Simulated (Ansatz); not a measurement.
**MgRh (Pm-3m): the cell at rest**

Aim: bring MgRh (Pm-3m) to small forces and stress, as phonons need.

Program: Ansatz 0.2.0. Level of theory: DFT PBEsol, scalar-relativistic, plane waves, PAW; PAW set soft_1. Results are calculated unless marked as measured.

### 1. Starting point

The structure is cubic, space group Pm-3m (No. 221). Conventional cell: a = 3.099 Å, b = 3.099 Å, c = 3.099 Å, α = 90.00°, β = 90.00°, γ = 90.00°. Nearest to Mg lie 8 Rh at 2.68 Å. Nearest to Rh lie 8 Mg at 2.68 Å. Farther neighbours are not listed.

### 2. A coarse first look

First a cheap look: the gap decides the mesh and the occupations, the pressure tells how far the cell has to move.

File input.yaml:

```yaml
crystal:
  lattice:
    - [3.0992, 0.0, 0.0]
    - [0.0, 3.0992, 0.0]
    - [0.0, 0.0, 3.0992]
  atoms:
    - { symbol: Mg, position: [0.0, 0.0, 0.0] }
    - { symbol: Rh, position: [0.5, 0.5, 0.5] }
kpoints:
  mp_grid: { grid: [6, 6, 6] }
hamiltonian:
  xc: pbesol
  pseudopotentials: { kind: paw, azcp: { folder: soft_1 }, xc_functional: pbe }
scf:
  occupations: { method: gaussian, width: 0.1 }
output:
  forces: true
  stress: true
  eigenvalues: true
```

Command:

```console
ansatz run input.yaml --threads 4 --pin off --max-ram 10240MiB --backend cpu --events-out ev --progress --plain --runs-dir out
```

Numbers of over 12 decimals in the logs are rounded to 6 here.

Log:

```text
Engine: ansatz 0.2.0, aarch64-unknown-linux-gnu
Pseudopotentials: kind: paw
Pseudopotential: Mg, paw, valence charge 10, recommended cutoff 420 eV (normal), soft_1/Mg.paw.azcp
Pseudopotential: Rh, paw, valence charge 17, recommended cutoff 420 eV (normal), soft_1/Rh.paw.azcp
Functional definition: PBEsol
  exchange = pbesol_x
  correlation = pbesol_c
Crystal: 2 atoms, lattice volume = 29.768 Å³
[...]
--- Band table (eV; the first three rows and the last of 20) ---
  k-point 0: bands = [... 10 lower, 10.8962, 13.6134, 13.6134, 13.6134, 22.0508, 22.0508, 22.0508, 25.2147]
  k-point 1: bands = [... 10 lower, 11.1039, 13.3133, 13.3133, 13.6482, 19.6009, 22.7386, 22.7386, 24.6160]
  k-point 2: bands = [... 10 lower, 11.3945, 12.7927, 12.7927, 13.7188, 16.7044, 23.5113, 24.3189, 24.3189]
  k-point 19: bands = [... 10 lower, 10.6830, 14.5614, 14.5614, 18.3344, 18.3344, 18.3344, 21.2068, 22.9162]
[key lines of the parts left out:]
SCF converged after 7 iterations
Free energy (F): -8251.646324 eV
Fermi energy:    13.714520 eV
P = ⅓ Tr σ = -2.3804 GPa (-23.804 kbar)
```

Wall time 0.48 s (4 threads of Arm Neoverse V1, shared host); peak memory 0.27 GiB; 1.2 s of CPU time.

Numbers from this step:

```
pressure          : -2.380 GPa
volume per atom   : 14.88 Å³
gap on the k-mesh : 0 eV
```

The coarse mesh shows no gap and a pressure of -2.4 GPa.

### 3. Bringing the structure to rest

The cell and atoms are relaxed, since residual forces and stress would shift the frequencies.

input.yaml, the sections that differ from step 2:

```yaml
kpoints:
  mp_grid: { grid: [14, 14, 14] }
output:
  forces: true
  stress: true
  eigenvalues: true
  write_density: true
  write_potential: true
  elf: true
  volumetric_format: npy
relax:
  adjacent_minimum: "off"
  f_tol: 0.005
  max_steps: 80
  cell: { stress_tol: 0.05 }
# crystal, hamiltonian, scf: as in step 2
```

Log:

```text
[...]
Crystal: 2 atoms, lattice volume = 29.768 Å³
Basis set: ecut = 420 eV, 587 PW (Γ), exchange–correlation on 48×48×48 points (8 copies of the dense FFT grid, shifted against one another)
Bands: 18, of which v1, the nominal top of the filled ones, is band 14 counted from 1 (13 counted from 0)
Symmetry: 48 space group operations
[...]
k-points: 120 of 2744
[...]
SCF iter   1: F=—  HF=-8253.556877 eV  |F-HF|=—  |Δ(HF+E_count)|=         —  Δρ=1.63e-1  dr2=1.04e1  ethr=3.10e-3  ⟨swp⟩=5.4  Hψ=11100  notcnv=0
[...]
SCF iter   7: F=-8251.605255 eV  HF=-8251.605255 eV  |F-HF|=1.70e-9  |Δ(HF+E_count)|=   6.00e-8  Δρ=2.33e-6  dr2=2.07e-9  ethr=3.70e-10  ⟨swp⟩=9.1  Hψ=13763  notcnv=0
SCF 1 converged in 7 iterations: F = -8251.605255 eV  dr2 = 2.07e-9
[...]
relax step   1: F+E_penalty+E_count = -8251.60525522 eV  Δ(F+E_penalty+E_count) = +0.000e0 eV  max|allowed force component| = 1.589e-29 eV/Å  Δτ_max = 0.0000 Å  P = -1.984 GPa  Ω = 29.768 Å³  (7 SCF iters, dr2 threshold 1.00e-7 eV, accepted)
Crystal: 2 atoms, lattice volume = 29.215 Å³
[...]
iter 1 solved again at ethr=1.58e-5 eV; its pass at ethr=3.10e-3 eV (dr2=4.27e-3 eV) is discarded
[...]
SCF iter   6: F=-8251.608317 eV  HF=-8251.608317 eV  |F-HF|=2.26e-10  |Δ(HF+E_count)|=   3.94e-9  Δρ=1.15e-6  dr2=1.49e-10  ethr=1.40e-11  ⟨swp⟩=4.8  Hψ=11236  notcnv=0
SCF 2 converged in 6 iterations: F = -8251.608317 eV  dr2 = 1.49e-10
relax step   2: F+E_penalty+E_count = -8251.60831668 eV  Δ(F+E_penalty+E_count) = -3.061e-3 eV  max|allowed force component| = 3.787e-29 eV/Å  Δτ_max = 0.0000 Å  P = +0.330 GPa  Ω = 29.215 Å³  energy of the carried Pulay correction = +1.397e-4 eV  (6 SCF iters, dr2 threshold 2.00e-7 eV, accepted)
Crystal: 2 atoms, lattice volume = 29.293 Å³
[...]
SCF iter   6: F=-8251.608374 eV  HF=-8251.608374 eV  |F-HF|=1.46e-11  |Δ(HF+E_count)|=  1.24e-10  Δρ=3.06e-7  dr2=9.52e-12  ethr=1.00e-12  ⟨swp⟩=4.0  Hψ=9785  notcnv=0
SCF 3 converged in 6 iterations: F = -8251.608374 eV  dr2 = 9.52e-12
relax step   3: F+E_penalty+E_count = -8251.60837446 eV  Δ(F+E_penalty+E_count) = -5.778e-5 eV  max|allowed force component| = 6.130e-30 eV/Å  Δτ_max = 0.0000 Å  P = -0.009 GPa  Ω = 29.293 Å³  energy of the carried Pulay correction = +1.199e-4 eV  (6 SCF iters, dr2 threshold 2.00e-7 eV, accepted)
[...]
SCF iter   8: F=-8251.608249 eV  HF=-8251.608249 eV  |F-HF|=1.82e-12  |Δ(HF+E_count)|=  1.82e-12  Δρ=2.05e-10  dr2=3.30e-18  ethr=1.00e-12  ⟨swp⟩=2.0  Hψ=5796  notcnv=0
SCF 4 converged in 8 iterations: F = -8251.608249 eV  dr2 = 3.30e-18
relax step   4: F+E_penalty+E_count = -8251.60824894 eV  Δ(F+E_penalty+E_count) = +1.255e-4 eV  max|allowed force component| = 1.376e-29 eV/Å  Δτ_max = 0.0000 Å  P = -0.006 GPa  Ω = 29.293 Å³  stress off target by 5.99e-3 GPa  SCF on the basis re-selected at this cell (its energy is not comparable with the rows above)  (8 SCF iters)
basis re-selected at this cell: Δ(F+E_penalty+E_count) = +1.255e-4 eV, ΔP = +0.003 GPa vs the last step (what re-selecting the basis moved, of the pressure what is left beyond the Pulay correction that the steps carried, after the strain that the cell walked since its last selection, with what the two solves' SCF thresholds leave and, on support functions, any second-order correction that the steps lacked; it is no m [...]
SCF converged after 8 iterations
Free energy (F): -8251.608249 eV
[...]
Internal energy: -8251.601857 eV  (E = F + TS)
E sigma→0 (E₀):  -8251.605053 eV
Entropy (-TS):   -0.006392 eV (-3.196 meV/atom)
Fermi energy:    14.011296 eV
[...]
--- Stress (GPa, compression-positive) ---
       -0.005992       0.000000      -0.000000
        0.000000      -0.005992       0.000000
       -0.000000       0.000000      -0.005992
  P = ⅓ Tr σ = -0.0060 GPa (-0.060 kbar)
--- Band table (eV; the first three rows and the last of 120) ---
  k-point 0: bands = [... 10 lower, 11.0720, 13.8652, 13.8652, 13.8652, 22.4329, 22.4329, 22.4329, 25.5990]
  k-point 1: bands = [... 10 lower, 11.1155, 13.8018, 13.8018, 13.8722, 21.7510, 22.5687, 22.5687, 25.4726]
  k-point 2: bands = [... 10 lower, 11.2361, 13.6316, 13.6316, 13.8919, 20.4305, 22.9535, 22.9535, 25.1273]
  k-point 119: bands = [... 10 lower, 10.8843, 14.8193, 14.8193, 18.6470, 18.6470, 18.6470, 21.6350, 23.3334]
--- Relaxed structure (3 steps of the walk, 3 accepted, 1 SCFs on fresh bases) ---
  F+E_penalty+E_count = -8251.60824894 eV   max|allowed force component| = 1.376e-29 eV/Å   (the final SCF, on the basis selected at the relaxed cell)
  cell:  # Å, volume = 29.2928 Å³
    - [3.082622, 0, 0]
    - [0, 3.082622, 0]
    - [0, 0, 3.082622]
  atoms:
    - { symbol: Mg, position: [0, 0, 0] }
    - { symbol: Rh, position: [0.5, 0.5, 0.5] }
```

The job ended after 4.7 s (4 threads; peak memory 0.37 GiB; 17 s of CPU time).

The steps of the relaxation:

```
step  energy less that of the first step (eV)  largest force component (eV/Å)  pressure (GPa)  volume (Å³)
   1                                   0.0000                          0.0000           -1.98        29.77
   2                                  -0.0031                          0.0000            0.33        29.22
   3                                  -0.0031                          0.0000           -0.01        29.29
  4*                                  -0.0030                          0.0000           -0.01        29.29
```

Relaxation steps marked * repeat the geometry before them on a plane-wave basis chosen anew for their cell, so energy and pressure can jump there.

Forces are held to the 48 operations that the run works with; a distortion that breaks them can't arise in this run.

```
conventional cell, symmetrised  before  after  change
                         a (Å)   3.099  3.083  -0.5 %
                         b (Å)   3.099  3.083  -0.5 %
                         c (Å)   3.099  3.083  -0.5 %
              volume (Å³/atom)   14.88  14.65  -1.6 %
```

The relaxed structure:

```
Mg Rh
1.0
     3.08262    0.00000    0.00000
     0.00000    3.08262    0.00000
     0.00000    0.00000    3.08262
Mg Rh
1 1
Direct
  0.00000 0.00000 0.00000
  0.50000 0.50000 0.50000
```

Numbers from this step:

- pressure: -0.005992 GPa
- volume per atom: 14.65 Å³

Electrostatic potential energy in the ac plane at fractional y = 0.500, with atoms of Rh within 0.2 Å of it. With pseudopotentials it is smooth inside the atoms' cores, unlike the true potential.

Ten even steps from '0' (-66 eV) to '9' (17 eV):
```
9999999999999999
9999999999999999
9999998888899999
9999986555689999
9999864323468999
9998642101246899
9998531000135899
9998520000025899
9998531000135899
9998642101246899
9999864323468999
9999986555689999
9999998888899999
9999999999999999
9999999999999999
9999999999999999
```
Columns run along a (3.1 Å; values clipped at the 3rd and 97th percentile), rows up along c (3.1 Å). Atoms in or near the plane, at fractional coordinates: Rh at (0.50, 0.50).

Valence density in the ac plane at fractional y = 0.500, with atoms of Rh within 0.2 Å of it. It is the smooth field of the valence electrons, not physical close to the nuclei.

Ten even steps from '_' (0 e/Å³) to '@' (15 e/Å³):
```
________________________________
________________________________
________________________________
______________......____________
__________..::------::..________
__________::==++**++==::________
________..--++##%%##++--..______
________..--**%%@@%%**--..______
________..--++##%%##++--..______
__________::==++**++==::________
__________..::------::..________
______________......____________
________________________________
________________________________
________________________________
________________________________
```
Columns run along a (3.1 Å), rows up along c (3.1 Å). Atoms in or near the plane, at fractional coordinates: Rh at (0.50, 0.50).

ELF in the ac plane at fractional y = 0.500, with atoms of Rh within 0.2 Å of it. It is the smooth field of the valence electrons, not physical close to the nuclei.

Values, 16 rows by 16 columns:
```
0.33 0.33 0.34 0.34 0.32 0.31 0.29 0.28 0.27 0.28 0.29 0.31 0.32 0.34 0.34 0.33
0.34 0.34 0.33 0.31 0.28 0.25 0.22 0.21 0.20 0.21 0.22 0.25 0.28 0.31 0.33 0.34
0.35 0.34 0.31 0.28 0.25 0.24 0.25 0.25 0.25 0.25 0.25 0.24 0.25 0.28 0.31 0.34
0.34 0.32 0.28 0.25 0.27 0.33 0.39 0.41 0.41 0.41 0.39 0.33 0.27 0.25 0.28 0.32
0.33 0.31 0.25 0.24 0.33 0.47 0.56 0.58 0.58 0.58 0.56 0.47 0.33 0.24 0.25 0.31
0.33 0.29 0.22 0.25 0.39 0.56 0.65 0.68 0.68 0.68 0.65 0.56 0.39 0.25 0.22 0.29
0.33 0.28 0.21 0.25 0.41 0.58 0.68 0.73 0.75 0.73 0.68 0.58 0.41 0.25 0.21 0.28
0.33 0.27 0.20 0.25 0.41 0.58 0.68 0.75 0.77 0.75 0.68 0.58 0.41 0.25 0.20 0.27
0.33 0.28 0.21 0.25 0.41 0.58 0.68 0.73 0.75 0.73 0.68 0.58 0.41 0.25 0.21 0.28
0.33 0.29 0.22 0.25 0.39 0.56 0.65 0.68 0.68 0.68 0.65 0.56 0.39 0.25 0.22 0.29
0.33 0.31 0.25 0.24 0.33 0.47 0.56 0.58 0.58 0.58 0.56 0.47 0.33 0.24 0.25 0.31
0.34 0.32 0.28 0.25 0.27 0.33 0.39 0.41 0.41 0.41 0.39 0.33 0.27 0.25 0.28 0.32
0.35 0.34 0.31 0.28 0.25 0.24 0.25 0.25 0.25 0.25 0.25 0.24 0.25 0.28 0.31 0.34
0.34 0.34 0.33 0.31 0.28 0.25 0.22 0.21 0.20 0.21 0.22 0.25 0.28 0.31 0.33 0.34
0.33 0.33 0.34 0.34 0.32 0.31 0.29 0.28 0.27 0.28 0.29 0.31 0.32 0.34 0.34 0.33
0.33 0.33 0.34 0.35 0.34 0.33 0.33 0.33 0.33 0.33 0.33 0.33 0.34 0.35 0.34 0.33
```
Columns run along a (3.1 Å), rows up along c (3.1 Å). Atoms in or near the plane, at fractional coordinates: Rh at (0.50, 0.50).

In this step the volume went from 14.88 to 14.65 Å³/atom.

### 4. Tight relaxation

Phonons need a cell at rest on their own settings, so the relaxation is repeated with tight tolerances on forces and stress, using the mesh and the filling of the phonon run that follows.

File input.yaml:

```yaml
crystal:
  lattice:
    - [3.0826217248, 0.0, 0.0]
    - [0.0, 3.0826217248, 0.0]
    - [0.0, 0.0, 3.0826217248]
  atoms:
    - { symbol: Mg, position: [0.0, 0.0, 0.0] }
    - { symbol: Rh, position: [0.5, 0.5, 0.5] }
kpoints:
  mp_grid: { grid: [16, 16, 16] }
hamiltonian:
  xc: pbesol
  pseudopotentials: { kind: paw, azcp: { folder: soft_1 }, xc_functional: pbe }
scf:
  occupations: { method: methfessel_paxton, width: 0.2 }
output:
  forces: true
  stress: true
  eigenvalues: true
relax:
  adjacent_minimum: "off"
  f_tol: 0.001
  max_steps: 60
  cell: { stress_tol: 0.01 }
```

Log:

```text
[...]
Crystal: 2 atoms, lattice volume = 29.293 Å³
Basis set: ecut = 420 eV, 587 PW (Γ), exchange–correlation on 48×48×48 points (8 copies of the dense FFT grid, shifted against one another)
Bands: 18, of which v1, the nominal top of the filled ones, is band 14 counted from 1 (13 counted from 0)
[... 1 set-up line as in the run before ...]
[...]
k-points: 165 of 4096
[...]
k-point 164: bands = [... 10 lower, 10.8864, 14.8205, 14.8205, 18.6470, 18.6470, 18.6470, 21.6354, 23.3351]
--- Relaxed structure (1 steps of the walk, 1 accepted, 1 SCFs on fresh bases) ---
[...]
cell:  # Å, volume = 29.2928 Å³
    - [3.0826217248, 0.0, 0.0]
    - [0.0, 3.0826217248, 0.0]
    - [0.0, 0.0, 3.0826217248]
  atoms:
    - { symbol: Mg, position: [0.0, 0.0, 0.0] }
    - { symbol: Rh, position: [0.5, 0.5, 0.5] }
[key lines of the parts left out:]
SCF converged after 5 iterations
Free energy (F): -8251.602636 eV
Fermi energy:    14.030427 eV
P = ⅓ Tr σ = -0.0074 GPa (-0.074 kbar)
```

The job ended after 3.3 s (4 threads; peak memory 0.38 GiB).

Little changed from the start: no atom moved by 0.005 Å and no cell edge by 0.1 %.

Numbers from this step:

```yaml
pressure: -0.007401 GPa
```

The forces vanish by symmetry and the pressure is -0.007 GPa, within the tolerances set. The cell now holds 14.65 Å³/atom.

### 5. What came out

| Property | Result |
| --- | --- |
| space group after relaxation (within 0.01 Å) | Pm-3m |
| lattice constant a | 3.083 Å |
| lattice constant b | 3.083 Å |
| lattice constant c | 3.083 Å |
| volume per atom | 14.6 Å³ |

The forces vanish by symmetry and the pressure is -0.007 GPa, within the tolerances set. The cell now holds 14.65 Å³/atom. The relaxation keeps the symmetry of its start, so it says nothing on stability against lower symmetry. The runs are without spin polarisation, although the cell has an odd electron count. The PAW files were made for PBE and serve the other functionals too.

[Logs are printed without paths, hosts, clocks, repeated set-up lines and the standing remarks that a program may print on its own settings, such as how far it seeks lower states.]

[Hosts, paths, dates, database ids (printed as entryN), source tags and the programs' standing remarks are cut or masked in the printed files.]
